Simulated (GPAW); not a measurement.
A computed C K-edge spectrum of one site in a crystal of C, Ni and Zn, with its zero at a photon energy of about 279.7 eV (LDA puts this hole about 3 eV below PBE, itself good to a few eV). Method: GPAW, LDA, excited-electron core hole (neutral cell) in a small cell, dipole transitions, broadening that rises with energy.

Energy from the lowest empty level; intensity scaled to a mean of 1 over the first 20 eV:

| E (eV) | intensity |
| --- | --- |
| -2.0 | 0.00 |
| -1.4 | 0.00 |
| -0.8 | 0.01 |
| -0.2 | 0.38 |
| 0.4 | 1.52 |
| 1.0 | 1.36 |
| 1.6 | 0.97 |
| 2.2 | 1.24 |
| 2.8 | 1.73 |
| 3.4 | 2.02 |
| 4.0 | 1.54 |
| 4.6 | 0.87 |
| 5.2 | 0.68 |
| 5.8 | 0.74 |
| 6.4 | 0.91 |
| 7.0 | 0.98 |
| 7.6 | 1.07 |
| 8.2 | 1.43 |
| 8.8 | 1.51 |
| 9.4 | 1.00 |
| 10.0 | 0.49 |
| 10.6 | 0.29 |
| 11.2 | 0.29 |
| 11.8 | 0.38 |
| 12.4 | 0.49 |
| 13.0 | 0.59 |
| 13.6 | 0.69 |
| 14.2 | 0.86 |
| 14.8 | 1.10 |
| 15.4 | 1.36 |
| 16.0 | 1.52 |
| 16.6 | 1.49 |
| 17.2 | 1.28 |
| 17.8 | 0.96 |
| 18.4 | 0.69 |
| 19.0 | 0.54 |
| 19.6 | 0.51 |
| 20.2 | 0.54 |
| 20.8 | 0.57 |
| 21.4 | 0.58 |
| 22.0 | 0.57 |
| 22.6 | 0.56 |
| 23.2 | 0.56 |
| 23.8 | 0.56 |
| 24.4 | 0.55 |
| 25.0 | 0.53 |
| 25.6 | 0.51 |
| 26.2 | 0.48 |
| 26.8 | 0.46 |
| 27.4 | 0.46 |
| 28.0 | 0.47 |
| 28.6 | 0.51 |
| 29.2 | 0.55 |
| 29.8 | 0.58 |
| 30.4 | 0.60 |
| 31.0 | 0.58 |
| 31.6 | 0.56 |

What surroundings does the absorber have?

A K edge sees empty p states; the first features are C p mixed into the empty d states of the Ni neighbours, and the broad ones above probably into the cations' higher empty bands. It is atom 5 of ZnNi3C (Pm-3m), with 6 Ni at 1.88 Å (octahedral, site symmetry m-3m). Its main maxima below 24 eV lie at 0.6 eV (1.67), 3.3 eV (2.02), 8.6 eV (1.55), 16.2 eV (1.53) and 21.4 eV (0.58). A near-edge spectrum doesn't fix the structure by itself; it is matched against candidates. The hole lies in one spin channel, while the script sums the empty states of both and takes the lower zero; where the two channels are split, this blurs and shifts the curve. The starting moments shrank to 0.00 μB or less, so this is hardly a magnetic state. The structure is a computed Materials Project entry and may be a hypothetical form.

[Hosts, paths, dates, database ids (printed as entryN), source tags and the programs' standing remarks are cut or masked in the printed files.]

[Lists of maxima count a maximum above −3 eV only where it reaches 4 % of the highest in the window and stands out from its surroundings by 2 % of it (1.5 % where it reaches 55 %); shoulders and weaker maxima are passed over, and of the rest the first, up to two pre-edge ones and the few strongest are named.]
